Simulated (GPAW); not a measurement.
**Dielectric function and optical constants of KTaO3**

Wanted: where KTaO3 starts to absorb, how strongly, and its refractive index.

Method: DFT, PBE, plane-wave PAW (GPAW data sets), scalar-relativistic, RPA, optical limit, in GPAW 26.7.0.

This is a report of a sequence of runs, with most program output left out.

**1. The starting structure**

It takes space group Pm-3m (No. 221, cubic). The conventional cell has a = 3.988 Å, b = 3.988 Å, c = 3.988 Å, α = 90.00°, β = 90.00°, γ = 90.00°. Nearest to Ta lie 6 O at 1.99 Å. K has 12 O at 2.82 Å nearest. O has 2 Ta at 1.99 Å and 4 K at 2.82 Å nearest. Farther neighbours and most contacts between anions are not listed.

**2. Ground state**

The self-consistent density comes first; it also tells whether there is a gap, which decides the occupations and the need for a Drude term.

This step: DFT, PBE, plane-wave PAW (GPAW data sets), scalar-relativistic, ground state (GPAW 26.7.0).

gs.py reads:

```python
from ase import Atoms
from ase.dft.bandgap import bandgap
from gpaw import GPAW, PW, FermiDirac

atoms = Atoms(['Ta', 'K', 'O', 'O', 'O'],
              cell=[[3.988300000000, 0.000000000000, 0.000000000000],
                    [0.000000000000, 3.988300000000, 0.000000000000],
                    [0.000000000000, 0.000000000000, 3.988300000000]],
              scaled_positions=[[0.000000000000, 0.000000000000, 0.000000000000],
                                [0.500000000000, 0.500000000000, 0.500000000000],
                                [0.000000000000, 0.000000000000, 0.500000000000],
                                [0.000000000000, 0.500000000000, 0.000000000000],
                                [0.500000000000, 0.000000000000, 0.000000000000]],
              pbc=[True, True, True])
atoms.calc = GPAW(mode=PW(550), xc='PBE', kpts={'size': (6, 6, 6), 'gamma': True},
                  occupations=FermiDirac(0.05), maxiter=150, txt='gs.txt')
print('energy (eV)', atoms.get_potential_energy())
print('Fermi level (eV)', atoms.calc.get_fermi_level())
print('valence electrons', atoms.calc.get_number_of_electrons())
print('gap (eV)', bandgap(atoms.calc, output=None)[0])
print('direct gap (eV)', bandgap(atoms.calc, direct=True, output=None)[0])
atoms.calc.write('gs.gpw')
```

The run is started by

```sh
$ OMP_NUM_THREADS=1 python gs.py
```

Wall time 17 s (1 thread of Arm Neoverse V2, shared host); peak memory 0.17 GiB.

Numbers from this step:

| Property | Result |
| --- | --- |
| energy | -39.37 eV |
| Fermi energy | 6.454 eV |
| gap on the k-mesh | 2.181 eV |
| direct gap on the mesh | 2.803 eV |
| electrons | 40 |

There is a gap, 2.18 eV on this mesh (points off the mesh can give less), so no carriers' term is needed.

**3. Bands for the response**

At the fixed density, many empty bands are solved on the mesh of the response, since the spectrum sums over them.

This step: DFT, PBE, plane-wave PAW (GPAW data sets), scalar-relativistic, bands at fixed density (GPAW 26.7.0).

nscf.py reads:

```python
from ase.dft.bandgap import bandgap
from gpaw import GPAW, FermiDirac

calc = GPAW('gs.gpw').fixed_density(kpts={'size': (7, 7, 7), 'gamma': True}, nbands=62, convergence={'bands': 56},
                                    occupations=FermiDirac(0.001), txt='nscf.txt')
print('gap (eV)', bandgap(calc, output=None)[0])
print('direct gap (eV)', bandgap(calc, direct=True, output=None)[0])
print('top band over the Fermi level (eV)', min(calc.get_eigenvalues(kpt=k)[55] for k in range(len(calc.get_ibz_k_points()))) - calc.get_fermi_level())
calc.write('full.gpw', mode='all')
```

The run is started by

```sh
$ OMP_NUM_THREADS=1 python nscf.py
```

Elapsed: 45 s, on 1 thread; peak memory 0.22 GiB.

This step gave:

```
gap on the k-mesh : 2.243 eV
```

**4. Dielectric function, RPA**

Transitions between filled and empty bands, summed over the zone, give the optical response, so mesh, band count and broadening shape it.

The induced potential is part of this response.

This step: DFT, PBE, plane-wave PAW (GPAW data sets), scalar-relativistic, RPA, optical limit (GPAW 26.7.0).

df.py reads:

```python
from gpaw.response.df import DielectricFunction

df = DielectricFunction('full.gpw', frequencies={'type': 'nonlinear', 'domega0': 0.03, 'omega2': 8},
                        ecut=50,
                        eta=0.12,
                        nbands=56,
                        txt='df.txt')
for direction in ['x', 'z']:
    df.get_dielectric_function(xc='RPA', direction=direction, filename=f'df_{direction}.csv')
```

The run is started by

```sh
$ OMP_NUM_THREADS=1 python df.py
```

Run time: 9.8 s. Hardware: 1 thread; peak memory 0.34 GiB.

Read-outs, printed or worked out from the files:

* electronic dielectric constant ε∞, mean over x, y and z (by symmetry where fewer were run): 4.777

Some rows of df_x.csv (energy; Re and Im without local fields; Re and Im with them):

```text
0.000000, 4.964521, -0.000000, 4.777235, -0.000000
0.429336, 4.987692, 0.013144, 4.798941, 0.012307
0.878195, 5.065058, 0.028950, 4.871310, 0.027047
1.347938, 5.218696, 0.051445, 5.014560, 0.047856
1.840057, 5.500997, 0.091989, 5.276225, 0.084919
2.356191, 6.078960, 0.209124, 5.806283, 0.190346
2.898142, 7.210223, 1.711396, 6.847307, 1.523659
3.467895, 6.559172, 1.321532, 6.224806, 1.170692
4.067647, 6.554667, 7.694093, 7.061879, 6.724567
4.699832, 3.687684, 2.008914, 3.655618, 1.931763
5.367152, 2.984355, 7.499299, 4.339263, 7.349821
6.072622, 1.580882, 5.211404, 2.301290, 5.567423
6.819608, 1.284342, 0.818319, 0.767196, 1.151771
7.611886, 3.103714, 1.864679, 2.728026, 1.939854
8.453705, 2.661596, 2.640790, 2.332804, 2.748559
9.349861, 1.830673, 4.126251, 1.451994, 4.191479
10.305790, 0.856462, 3.120690, 0.582000, 3.115944
11.327680, 0.158662, 1.989085, -0.302324, 1.917721
12.422601, 0.934160, 2.024938, 0.593891, 1.640966
13.598673, 0.985965, 1.636703, 0.798154, 1.420782
```

The Im ε, E ∥ x or z has structure finer than the step of the table below, so its rows give means over 0.5 eV, whole bins alone (the curve runs from 0 to 14.0 eV). Peaks (eV: height): 3.14: 2.36, 4.11: 7.11, 5.42: 7.36, 6.12: 5.75, 8.33: 3.38, 9.22: 4.85, 10.81: 5.14.

Sum at mesh points, not converged in k; values under the direct gap are tails of Lorentzian lines. The Im ε, E ∥ x or z by photon energy; means over each step:

| photon energy (eV) | Im ε, E ∥ x or z |
| --- | --- |
| 0.5 | 0.0146 |
| 1.0 | 0.0320 |
| 1.5 | 0.0577 |
| 2.0 | 0.108 |
| 2.5 | 0.329 |
| 3.0 | 1.79 |
| 3.5 | 1.42 |
| 4.0 | 5.00 |
| 4.5 | 3.62 |
| 5.0 | 3.15 |
| 5.5 | 5.87 |
| 6.0 | 4.70 |
| 6.5 | 2.92 |
| 7.0 | 1.04 |
| 7.5 | 1.62 |
| 8.0 | 1.91 |
| 8.5 | 2.63 |
| 9.0 | 3.88 |
| 9.5 | 3.91 |
| 10.0 | 3.81 |
| 10.5 | 3.29 |
| 11.0 | 3.80 |
| 11.5 | 1.94 |
| 12.0 | 1.62 |
| 12.5 | 1.61 |
| 13.0 | 1.61 |
| 13.5 | 1.55 |

The reflectivity at normal incidence, E ∥ x or z has structure finer than the step of the table below, so its rows give means over 0.5 eV, whole bins alone (the curve runs from 0 to 14.0 eV). Peaks (eV: height): 4.11: 30.2, 5.42: 31.1, 6.23: 30.5, 8.33: 17.5, 9.28: 24.0, 10.17: 23.2, 11.10: 36.4.

Sum at mesh points, not converged in k. Reflectivity at normal incidence, E ∥ x or z against photon energy; means over each step:

| photon energy (eV) | reflectivity at normal incidence, E ∥ x or z (%) |
| --- | --- |
| 0.5 | 14.0 |
| 1.0 | 14.3 |
| 1.5 | 14.9 |
| 2.0 | 15.9 |
| 2.5 | 18.0 |
| 3.0 | 20.0 |
| 3.5 | 19.2 |
| 4.0 | 27.7 |
| 4.5 | 18.6 |
| 5.0 | 20.4 |
| 5.5 | 27.6 |
| 6.0 | 23.9 |
| 6.5 | 23.4 |
| 7.0 | 5.89 |
| 7.5 | 9.73 |
| 8.0 | 12.2 |
| 8.5 | 14.5 |
| 9.0 | 20.1 |
| 9.5 | 20.7 |
| 10.0 | 21.5 |
| 10.5 | 18.7 |
| 11.0 | 33.0 |
| 11.5 | 21.6 |
| 12.0 | 14.8 |
| 12.5 | 12.0 |
| 13.0 | 10.8 |
| 13.5 | 10.7 |

The Im ε, E ∥ x or z has structure finer than the step of the table below, so its rows give means over 0.5 eV, whole bins alone (the curve runs from 0 to 14.0 eV). Peaks (eV: height): without local fields 3.14: 2.61, 4.11: 7.84, 5.37: 7.50, 6.07: 5.21, 8.33: 3.26, 9.22: 4.70, 10.81: 5.05; with local fields 3.14: 2.36, 4.11: 7.11, 5.42: 7.36, 6.12: 5.75, 8.33: 3.38, 9.22: 4.85, 10.81: 5.14.

Sum at mesh points, not converged in k; values under the direct gap are tails of Lorentzian lines. The Im ε, E ∥ x or z by photon energy; means over each step:

| photon energy (eV) | without local fields | with local fields |
| --- | --- | --- |
| 0.5 | 0.0156 | 0.0146 |
| 1.0 | 0.0343 | 0.0320 |
| 1.5 | 0.0622 | 0.0577 |
| 2.0 | 0.118 | 0.108 |
| 2.5 | 0.365 | 0.329 |
| 3.0 | 1.99 | 1.79 |
| 3.5 | 1.61 | 1.42 |
| 4.0 | 5.73 | 5.00 |
| 4.5 | 3.65 | 3.62 |
| 5.0 | 3.66 | 3.15 |
| 5.5 | 5.66 | 5.87 |
| 6.0 | 4.31 | 4.70 |
| 6.5 | 2.14 | 2.92 |
| 7.0 | 0.782 | 1.04 |
| 7.5 | 1.48 | 1.62 |
| 8.0 | 1.85 | 1.91 |
| 8.5 | 2.55 | 2.63 |
| 9.0 | 3.79 | 3.88 |
| 9.5 | 3.84 | 3.91 |
| 10.0 | 3.85 | 3.81 |
| 10.5 | 3.28 | 3.29 |
| 11.0 | 3.77 | 3.80 |
| 11.5 | 2.03 | 1.94 |
| 12.0 | 1.91 | 1.62 |
| 12.5 | 1.98 | 1.61 |
| 13.0 | 2.00 | 1.61 |
| 13.5 | 1.77 | 1.55 |

The loss function −Im 1/ε at q → 0, E ∥ x or z has structure finer than the step of the table below, so its rows give means over 0.5 eV, whole bins alone (the curve runs from 0 to 14.0 eV). Peaks (eV: height): 4.52: 0.214, 5.71: 0.228, 6.76: 0.648, 8.45: 0.211, 10.38: 0.324, 11.87: 0.609, 13.51: 0.595.

Sum at mesh points, not converged in k; values under the direct gap are tails of Lorentzian lines. Table of loss function −Im 1/ε at q → 0, E ∥ x or z by energy loss; means over each step:

energy loss (eV), loss function −Im 1/ε at q → 0, E ∥ x or z and a bar:
```
      0.5      0.001 
      1.0      0.001 
      1.5      0.002 
      2.0      0.004 
      2.5      0.008 
      3.0      0.042 ##
      3.5      0.035 ##
      4.0      0.063 ###
      4.5      0.160 ########
      5.0      0.072 ####
      5.5      0.149 ########
      6.0      0.170 #########
      6.5      0.380 ###################
      7.0      0.326 ################
      7.5      0.158 ########
      8.0      0.128 ######
      8.5      0.165 ########
      9.0      0.136 #######
      9.5      0.215 ###########
     10.0      0.236 ############
     10.5      0.264 #############
     11.0      0.259 #############
     11.5      0.510 ##########################
     12.0      0.592 ##############################
     12.5      0.556 ############################
     13.0      0.523 ##########################
     13.5      0.542 ###########################
```

Optical constants at common wavelengths, from n + ik = √ε:

| wavelength (nm) | n | k | R (%) | 1/α |
| --- | --- | --- | --- | --- |
| 1550 | 2.20 | 0.005 | 14.1 | 22 µm |
| 1064 | 2.22 | 0.009 | 14.4 | 9.7 µm |
| 633 | 2.32 | 0.021 | 15.8 | 2.4 µm |
| 450 | 2.60 | 0.152 | 19.8 | 235 nm |
| 365 | 2.42 | 0.243 | 17.7 | 120 nm |
| 248 | 2.50 | 0.543 | 20.3 | 36 nm |
| 193 | 1.23 | 1.321 | 26.8 | 12 nm |

Below the direct gap, k and the depth come from the tails of the Lorentzian lines, not from transitions.

Rows near the edge hang on the gap, which this functional as a rule makes too small, and phonon-assisted absorption is left out.

**5. Summary of results**

| Quantity | Value |
| --- | --- |
| electronic dielectric constant ε∞, mean over x, y and z (by symmetry where fewer were run) (RPA) | 4.78 |

What this shows: At this level (PBE, RPA) KTaO3 has ε∞ = 4.78 and n = 2.20 at 1550 nm. On the mesh the gap is 2.24 eV and the least direct gap 2.80 eV, so on this mesh the band edges lie at different points. Local fields change the static value along x from 4.96 to 4.78 (-4 %). Excitons and phonon-assisted transitions are missing; PBE gaps are as a rule too small, which pulls the onset down and ε∞ up. Spin-orbit coupling is left out although heavy atoms are present. In this version of GPAW the matrix elements of the optical limit are incomplete, which can lower ε − 1 by up to a tenth where first-row anions or d states rule, and shift it by more in d metals. The sum runs over mesh points 0.23 Å⁻¹ apart with no interpolation, so peaks are partly noise of the mesh and static values carry its error.

[Machine, clock and banner lines and Python warnings are left out of the logs.]

[Logs are printed without paths, hosts, clocks, repeated set-up lines and the standing remarks that a program may print on its own settings, such as how far it seeks lower states.]

[Hosts, paths, dates, database ids (printed as entryN), source tags and the programs' standing remarks are cut or masked in the printed files.]
